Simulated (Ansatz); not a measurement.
# Nb2N(OH)2 MXene monolayer in a perpendicular field, part 2 of 2

What dipole does a perpendicular field induce in the Nb2N(OH)2 MXene monolayer? A positive field points along +c.

Ansatz 0.2.0; plane-wave DFT, PBE-D3(BJ), Ansatz PAW (set soft_1); PAW set soft_1.

So far. Step 2 (Relaxation): The lattice constant a goes from 3.079 to 3.241 Å.

**3. Atoms held, field 0**

A sawtooth potential applies the field, turning back in the middle of the vacuum. With the dipole correction the typed value is the field outside the slab. The induced dipole is small, so the SCF threshold is tight.

The cell differs from the one that the last finished run ended in (c 44.558 → 24.652 Å).

File input.yaml:

```yaml
crystal:
  lattice:
    - [3.2413816844, 0.0, 0.0]
    - [-1.6206908422, 2.807118882, 0.0]
    - [0.0, 0.0, 24.6520956431]
  atoms:
    - { symbol: H, position: [0.3333333333, 0.6666666667, 0.3650805242] }
    - { symbol: O, position: [0.3333333333, 0.6666666667, 0.404683472] }
    - { symbol: Nb, position: [0.6666666667, 0.3333333333, 0.4577818344] }
    - { symbol: "N", position: [0.0, 0.0, 0.5] }
    - { symbol: Nb, position: [0.3333333333, 0.6666666667, 0.5422181656] }
    - { symbol: O, position: [0.6666666667, 0.3333333333, 0.595316528] }
    - { symbol: H, position: [0.6666666667, 0.3333333333, 0.6349194758] }
kpoints:
  mp_grid: { grid: [18, 18, 1] }
  band_path:
    path: [[0, 0, 0], [0.5, 0, 0], [0.33333333, 0.33333333, 0], [0, 0, 0]]
    npoints: 16
hamiltonian:
  xc: pbe
  dispersion: d3bj
  pseudopotentials: { kind: paw, azcp: { folder: soft_1 } }
scf:
  occupations: { method: fermi_dirac, width: 0.02585 }
  convergence: { dr2_threshold: 1.0e-10 }
efield:
  axis: 3
  dipole_correction: true
  ramp_position: 0.97
  ramp_width: 0.06
  amplitude: 0
output:
  dos: { projected: true, e_range: [-6, 5] }
  write_potential: true
  write_density: true
  volumetric_format: npy
  elf: true
```

Launch:

```bash
> ansatz run input.yaml --threads 2 --pin off --max-ram 3072MiB --backend cpu --events-out ev --progress --plain --runs-dir out
```

Numbers of over 12 decimals in the logs are rounded to 6 here.

Log:

```text
[...]
Crystal: 7 atoms, lattice volume = 224.308 Å³
Basis set: ecut = 420 eV, 4487 PW (Γ)
Bands: 30, of which v1, the nominal top of the filled ones, is band 23 counted from 1 (22 counted from 0)
Symmetry: 6 space group operations
k-points: 37 of 324 (time reversal used)
[...]
SCF iter   1: F=—  HF=-10667.589695 eV  |F-HF|=—  |Δ(HF+E_count)|=         —  Δρ=1.01e-1  dr2=3.04e1  ethr=3.10e-3  p=0.000 e·Å  D=7.37e-15 V/Å  ΔV_dip=-0.00 eV  dr2_dipole=8.34e-9  V_vac-E_F(+/−)=5.31/5.31 eV  ⟨swp⟩=9.7  Hψ=6034  notcnv=0
efield: sawtooth ramp at fractional position 0.9700 (set: `efield.ramp_position`, or a place that a band, a saddle search or an elastic batch's reference lends), width 0.0600; the density the first Hamiltonian is built on has a dipole p = 0.000 e·Å; the dipole correction subtracts the counter field D = 7.37e-15 V/Å, which shifts the + side's vacuum level by -0.00 eV against the − side's; the planar-averaged density in the ramp window peaks in size at 2.1e-6 e/Å³
[...]
SCF iter   2: F=—  HF=-10676.359622 eV  |F-HF|=—  |Δ(HF+E_count)|=    8.77e0  Δρ=1.46e-1  dr2=3.60e2  ethr=3.10e-3  p=0.000 e·Å  D=8.31e-5 V/Å  ΔV_dip=-0.00 eV  dr2_dipole=2.06e-4  V_vac-E_F(+/−)=-1.74/-1.74 eV  ⟨swp⟩=11.0  Hψ=5918  notcnv=0  defer=81  recentre
[...]
SCF iter  17: F=-10659.456037 eV  HF=-10659.456037 eV  |F-HF|=9.09e-12  |Δ(HF+E_count)|=  1.27e-11  Δρ=7.99e-8  dr2=3.53e-11  ethr=1.00e-12  p=-0.000 e·Å  D=-1.48e-7 V/Å  ΔV_dip=0.00 eV  dr2_dipole=1.65e-15  V_vac-E_F(+/−)=2.44/2.44 eV  ⟨swp⟩=12.4  Hψ=5036  notcnv=0
SCF 1 converged in 17 iterations: F = -10659.456037 eV  dr2 = 3.53e-11
[...]
NSCF: frozen V_eff on 49 k-points
efield: sawtooth ramp at fractional position 0.9700 (kept from the solve that this one continues, or follows in the run), width 0.0600; the density the first Hamiltonian is built on has a dipole p = -0.000 e·Å; the dipole correction subtracts the counter field D = -1.48e-7 V/Å, which shifts the + side's vacuum level by +0.00 eV against the − side's; the planar-averaged density in the ramp window peaks in size at 3.5e-6 e/Å³
WARN: The output density's exchange-correlation potential varies sharply where the density is thin. Do not read a vacuum level from v_tot or v_xc, or from such a field of the output density. On a cell that repeats whose density bears no net charge and no dipole along the vacuum's axis use v_es (v_loc + v_h of the components); under efield.dipole_correction with no amplitude use v_es + v_field, which holds any externa [...]
SCF converged after 17 iterations
Free energy (F): -10659.456037 eV
[...]
Internal energy: -10659.448386 eV  (E = F + TS)
E sigma→0 (E₀):  -10659.452212 eV
Entropy (-TS):   -0.007651 eV (-1.093 meV/atom)
Fermi energy:    2.646851 eV
Dipole field:    D = -0.000000 V/Å  (p = -0.000000 e·Å, saw-weighted, corrected)
Work function:   Φ+ = 2.4442 eV   Φ− = 2.4442 eV
Levels:          The Fermi level and band energies are counted from a zero that moves with the ramp; work functions are not
[...]
--- Band table (eV; the first three rows and the last of 37) ---
  k-point 0: bands = [... 19 lower, -2.2997, 0.4835, 0.4835, 2.1705, 2.3988, 2.4907, 2.8888, 4.0834, ... 3 higher]
  k-point 1: bands = [... 19 lower, -2.3496, 0.4219, 0.5584, 2.1794, 2.4530, 2.5439, 2.9507, 4.0338, ... 3 higher]
  k-point 2: bands = [... 19 lower, -2.4742, 0.2521, 0.7658, 2.1641, 2.5904, 2.6738, 3.1607, 3.9538, ... 3 higher]
  k-point 36: bands = [... 19 lower, -3.3101, 1.1722, 1.1722, 1.6476, 4.2368, 4.2368, 4.8906, 5.9346, ... 3 higher]
```

Wall time 32 s (2 threads of Arm Neoverse V1, shared host); peak memory 0.61 GiB.

Reading the cycles: dr2 is the Hartree energy of the density residual (eV), the measure of convergence; HF is the Harris–Foulkes estimate of the energy, which meets the free energy F at convergence.

This step gave:

* energy at zero smearing: -10659.4522 eV
* work function, upper face: 2.444 eV
* dipole along the normal: -1.20e-7 e·Å

Running mean over a fixed 2.6 Å (it still follows the layers) of the planar mean; the ramp of the sawtooth is left out. The electron's electrostatic potential energy less the Fermi level by z:

```tsv
z (Å)	electron's electrostatic potential energy less the Fermi level (eV)
3.5	2.44
4.0	2.44
4.5	2.43
5.0	2.41
5.5	2.38
6.0	2.32
6.5	2.21
7.0	2.00
7.5	1.59
8.0	0.931
8.5	-0.0324
9.0	-1.65
9.5	-3.76
10.0	-7.11
10.5	-10.2
11.0	-12.3
11.5	-13.5
12.0	-15.1
12.5	-15.5
13.0	-14.0
13.5	-12.7
14.0	-11.0
14.5	-8.15
15.0	-4.67
15.5	-2.20
16.0	-0.490
16.5	0.727
17.0	1.39
17.5	1.91
18.0	2.16
18.5	2.29
19.0	2.37
19.5	2.41
20.0	2.43
20.5	2.44
21.0	2.44
21.5	2.44
```

The density of states has structure finer than the step of the table below, so its rows give means over 0.2 eV, whole bins alone (the curve runs from -6 to 1.17 eV). Peaks (eV: height): -5.81: 21.5, -5.75: 12.8, -2.72: 3.66, -0.46: 5.00, 0.45: 5.95.

Density of states against energy, zero at the Fermi level; means over each step:

```tsv
energy (eV)	density of states (states/eV a cell)
-5.8	11.8
-5.6	2.62
-5.4	2.39
-5.2	0.795
-5.0	0.427
-4.8	0
-4.6	0
-4.4	0
-4.2	0
-4.0	0
-3.8	0.651
-3.6	0.916
-3.4	1.02
-3.2	1.13
-3.0	1.32
-2.8	2.03
-2.6	1.38
-2.4	0.893
-2.2	0.592
-2.0	0.570
-1.8	0.887
-1.6	1.78
-1.4	1.42
-1.2	1.22
-1.0	0.927
-0.8	0.905
-0.6	1.21
-0.4	2.49
-0.2	1.94
0.0	2.86
0.2	2.95
0.4	4.04
0.6	2.39
0.8	1.73
1.0	2.06
```

Projected DOS per atom over height of the atomic layer and energy from the Fermi level. Layers: H O Nb N Nb O H from below.

Ten even steps from '0' (0.00 states/eV) to '9' (2.87 states/eV), each cell a mean:
```
0020200
0010100
0041400
0020200
0020200
0020200
0010100
0010100
0020200
0010100
0010100
0010100
0020200
0010100
0010100
0000000
0000000
0000000
0000000
0100010
0301030
0938390
```
Columns: height of the atomic layer (Å) from 9 to 15.7 (not evenly spaced); rows upwards: energy from the Fermi level (eV) from -5.96 to 1.15.

Electronic bands along the path, in eV, zero at the Fermi level:

```tsv
point	band 20	band 21	band 22	band 23	band 24	band 25	band 26	band 27
Γ	-4.95	-2.16	-2.16	-0.48	-0.25	-0.16	0.24	1.44
halfway	-5.42	-3.11	-1.00	-0.51	0.42	0.90	1.33	1.39
M	-5.38	-3.88	0.41	0.50	1.44	1.54	1.92	2.48
halfway	-5.74	-3.03	-0.31	-0.21	1.43	1.88	2.02	2.81
K	-5.96	-1.47	-1.47	-1.00	1.59	1.59	2.24	3.29
halfway	-5.73	-2.72	-1.76	0.28	0.84	0.87	1.40	1.41
Γ	-4.95	-2.16	-2.16	-0.48	-0.25	-0.16	0.24	1.44
```

Electrostatic potential energy in the ca plane at fractional y = 0.333, with atoms of Nb and O and H within 0.2 Å of it. With pseudopotentials it is smooth inside the atoms' cores, unlike the true potential.

Values in eV, 5 rows by 16 columns, each cell a mean:
```
  5   4   3 -16 -32  -3  -1 -12  -3   3   5   5   5   5   5   5
  5   4   2 -29 -45  -7   1 -38 -31   0   5   5   5   5   5   5
  5   4   3 -17 -33  -3  -1 -13  -4   3   5   5   5   5   5   5
  4   4   3   0  -3  -4 -11   1   4   4   5   5   5   5   5   5
  4   4   3   0  -2  -4 -11   1   4   4   5   5   5   5   5   5
```
Columns run along c (16.0 Å, from fractional 0.29 to 0.94 of the cell; values clipped at the 3rd and 97th percentile), rows up along a (3.2 Å). Atoms in or near the plane, at fractional coordinates: Nb at (0.46, 0.67), O at (0.60, 0.67), H at (0.63, 0.67).

Valence density in the ca plane at fractional y = 0.333, with atoms of Nb and O and H within 0.2 Å of it. It is the smooth field of the valence electrons, not physical close to the nuclei.

Values in e/Å³, 5 rows by 16 columns, each cell a mean:
```
0.0 0.0 0.0 0.0 0.0 0.0 0.0 0.0 0.1 1.5 1.8 0.3 0.4 1.5 0.3 0.0
0.0 0.0 0.0 0.0 0.0 0.0 0.0 0.0 0.1 3.2 3.6 0.3 0.6 5.4 1.2 0.0
0.0 0.0 0.0 0.0 0.0 0.0 0.0 0.0 0.1 1.6 1.9 0.3 0.4 1.6 0.3 0.0
0.0 0.0 0.0 0.0 0.0 0.0 0.0 0.0 0.3 0.3 0.4 0.5 0.5 0.2 0.0 0.0
0.0 0.0 0.0 0.0 0.0 0.0 0.0 0.0 0.3 0.3 0.4 0.6 0.5 0.1 0.0 0.0
```
Columns run along c (16.0 Å, from fractional 0.06 to 0.71 of the cell), rows up along a (3.2 Å). Atoms in or near the plane, at fractional coordinates: Nb at (0.46, 0.67), O at (0.60, 0.67), H at (0.63, 0.67).

ELF in the ca plane at fractional y = 0.333, with atoms of Nb and O and H within 0.2 Å of it. It is the smooth field of the valence electrons, not physical close to the nuclei.

Values, 5 rows by 16 columns, each cell a mean:
```
0.00 0.01 0.10 0.30 0.26 0.05 0.05 0.14 0.53 0.39 0.22 0.38 0.71 0.48 0.08 0.25
0.00 0.01 0.10 0.30 0.28 0.05 0.02 0.18 0.55 0.55 0.23 0.52 0.63 0.89 0.14 0.23
0.00 0.01 0.10 0.30 0.26 0.05 0.05 0.15 0.54 0.40 0.22 0.39 0.71 0.50 0.09 0.25
0.00 0.01 0.10 0.30 0.23 0.05 0.18 0.47 0.16 0.35 0.26 0.21 0.19 0.05 0.07 0.30
0.00 0.01 0.10 0.30 0.23 0.05 0.18 0.49 0.15 0.36 0.26 0.20 0.17 0.04 0.07 0.30
```
Columns run along c (16.0 Å, from fractional 0.11 to 0.76 of the cell), rows up along a (3.2 Å). Atoms in or near the plane, at fractional coordinates: Nb at (0.46, 0.67), O at (0.60, 0.67), H at (0.63, 0.67).

The work function of the upper face is 2.44 eV.

**4. Single point, field 0.1 V/Å**

input.yaml: that of step 3 with these lines changed.

```diff
@@ -28,7 +28,6 @@
   dipole_correction: true
-  ramp_position: 0.97
-  ramp_width: 0.06
-  amplitude: 0
+  ramp_position: 0.9392
+  ramp_width: 0.1217
+  amplitude: 0.1
 output:
-  dos: { projected: true, e_range: [-6, 5] }
   write_potential: true
@@ -36,2 +35 @@
   volumetric_format: npy
-  elf: true
```

Log:

```text
[...]
Crystal: 7 atoms, lattice volume = 224.308 Å³
Basis set: ecut = 420 eV, 4487 PW (Γ)
Bands: 30, of which v1, the nominal top of the filled ones, is band 23 counted from 1 (22 counted from 0)
Symmetry: 6 space group operations
k-points: 37 of 324 (time reversal used)
[...]
k-point 0: bands = [... 19 lower, -2.3033, 0.4806, 0.4806, 2.1674, 2.3933, 2.4894, 2.8858, 4.0803, ... 3 higher]
  k-point 1: bands = [... 19 lower, -2.3531, 0.4189, 0.5555, 2.1763, 2.4471, 2.5431, 2.9477, 4.0294, ... 3 higher]
  k-point 2: bands = [... 19 lower, -2.4776, 0.2491, 0.7628, 2.1610, 2.5847, 2.6730, 3.1576, 3.9502, ... 3 higher]
  k-point 36: bands = [... 19 lower, -3.3048, 1.1684, 1.1699, 1.6444, 4.2337, 4.2338, 4.8875, 5.9272, ... 3 higher]
[key lines of the parts left out:]
SCF converged after 20 iterations
Free energy (F): -10659.459156 eV
Fermi energy:    2.643991 eV
Dipole field:    D = 0.050339 V/Å  (p = 0.062401 e·Å, saw-weighted, corrected)
```

Run time: 32 s. Hardware: 2 threads; peak memory 0.58 GiB; 63 s of CPU time.

The dipole is 0.0624 e·Å.

**5. Single point, field -0.1 V/Å**

input.yaml: that of step 4 with these lines changed.

```diff
@@ -30,3 +30,3 @@
   ramp_width: 0.1217
-  amplitude: 0.1
+  amplitude: -0.1
 output:
```

Log:

```text
[...]
Crystal: 7 atoms, lattice volume = 224.308 Å³
Basis set: ecut = 420 eV, 4487 PW (Γ)
Bands: 30, of which v1, the nominal top of the filled ones, is band 23 counted from 1 (22 counted from 0)
Symmetry: 6 space group operations
k-points: 37 of 324 (time reversal used)
[...]
k-point 0: bands = [... 19 lower, -2.3031, 0.4807, 0.4807, 2.1675, 2.3934, 2.4896, 2.8859, 4.0805, ... 3 higher]
  k-point 1: bands = [... 19 lower, -2.3530, 0.4190, 0.5556, 2.1764, 2.4472, 2.5432, 2.9478, 4.0295, ... 3 higher]
  k-point 2: bands = [... 19 lower, -2.4775, 0.2492, 0.7629, 2.1611, 2.5848, 2.6731, 3.1577, 3.9503, ... 3 higher]
  k-point 36: bands = [... 19 lower, -3.3047, 1.1686, 1.1701, 1.6446, 4.2338, 4.2339, 4.8876, 5.9273, ... 3 higher]
[key lines of the parts left out:]
SCF converged after 21 iterations
Free energy (F): -10659.459156 eV
Fermi energy:    2.644110 eV
Dipole field:    D = -0.050348 V/Å  (p = -0.062411 e·Å, saw-weighted, corrected)
```

Elapsed: 35 s, on 2 threads; peak memory 0.55 GiB; 69 s of CPU time.

The dipole is -0.0624 e·Å.

**6. Response, atoms held**

This step: plane-wave DFT, PBE-D3(BJ), Ansatz PAW (set soft_1); response to a field along the normal, atoms held; PAW set soft_1 (Ansatz 0.2.0).

The dipoles give the slope, and the difference of two potentials shows where the field is screened.

Numbers from this step:

```
equivalent conductor thickness p/(ε₀AE) : 12.41 Å
distance between the outer atoms        : 6.652 Å
```

The dipole of the cell by applied field:

```tsv
applied field (V/Å)	dipole of the cell (e·Å)
-0.1000	-0.0624
0.0000	-1.2e-7
0.1000	0.0624
```

Local field over the applied field, running mean. From the potentials at -0.1 and 0.1 V/Å; running mean over 2.5 Å. The local field over applied field by z:

```tsv
z (Å)	local field over applied field
5	0.888
6	0.709
7	0.389
8	0.0342
9	-0.145
10	-0.132
11	-0.0586
12	-0.0181
13	-0.0274
14	-0.0818
15	-0.151
16	-0.108
17	0.145
18	0.514
19	0.787
20	0.923
```

The induced electron density oscillates, so the rows of the table below give means over windows of 1 Å about each position, cut where the curve ends. Its maxima inside the range that stand out by 2 % of the span (Å: e/Å³ per V/Å): 7.5: 0.00257, 9.6: -1.5e-5, 10.5: 2.2e-4, 13.4: 8.5e-4, 14.7: 0.00124, 15.5: 8.9e-4. Its minima: 9.2: -8.9e-4, 10.0: -0.00123, 11.2: -8.5e-4, 14.1: -2.2e-4, 15.1: 1.5e-5, 17.1: -0.00257.

Electrons, planar mean, per unit field. Induced electron density against z; means over each step:

z (Å), induced electron density (e/Å³ per V/Å) and a bar from the least value:
```
        5    0.00054 ###################
        6    0.00134 ########################
        7    0.00231 ##############################
        8    0.00217 #############################
        9   -0.00023 ##############
       10   -0.00044 #############
       11   -0.00034 #############
       12   -0.00016 ##############
       13    0.00041 ##################
       14    0.00017 #################
       15    0.00059 ###################
       16   -0.00060 ############
       17   -0.00246 
       18   -0.00202 ###
       19   -0.00100 #########
       20   -0.00038 #############
```

By hand: between -0.1 and 0.1 V/Å the dipole changes by 0.1248 e·Å, a slope of 0.6241 e·Å²/V. A perfect conductor of thickness t has p = ε₀AEt, so t = 180.95 × 0.6241 / 9.099 = 12.41 Å (e/ε₀ = 180.95 V·Å, A in Å²).

The induced dipole is that of a conductor 12.41 Å thick.

**7. Summary of results**

| Quantity | Value |
| --- | --- |
| gap without field | none |
| work function, upper face | 2.44 eV |
| equivalent conductor thickness, atoms held | 12.4 Å |

In words: The induced dipole equals that of a perfect conductor 12.41 Å thick, while the outer atoms lie 6.65 Å apart. There is no gap over 0.03 eV, with or without the field. The first relaxation ran with spin and lost its moment, and the later runs have none; other magnetic states were not tried. Spin-orbit coupling is left out. The MXene's terminations sit over the metal atoms of its far layer; the site over carbon or nitrogen, which some compounds prefer, was not run.

[Logs are printed without paths, hosts, clocks, repeated set-up lines and the standing remarks that a program may print on its own settings, such as how far it seeks lower states.]

[Hosts, paths, dates, database ids (printed as entryN), source tags and the programs' standing remarks are cut or masked in the printed files.]

[Maps of the electrostatic potential energy from Ansatz leave out the sawtooth potential of an applied field or a dipole correction, so their vacuum need not be flat; planar profiles and work functions include it.]

[The density of states shown here was stored with 400 of the rows of the run's finer table, so its peaks can read low, often by over a quarter, or be missed, and its means over a window can be off by a tenth or more.]
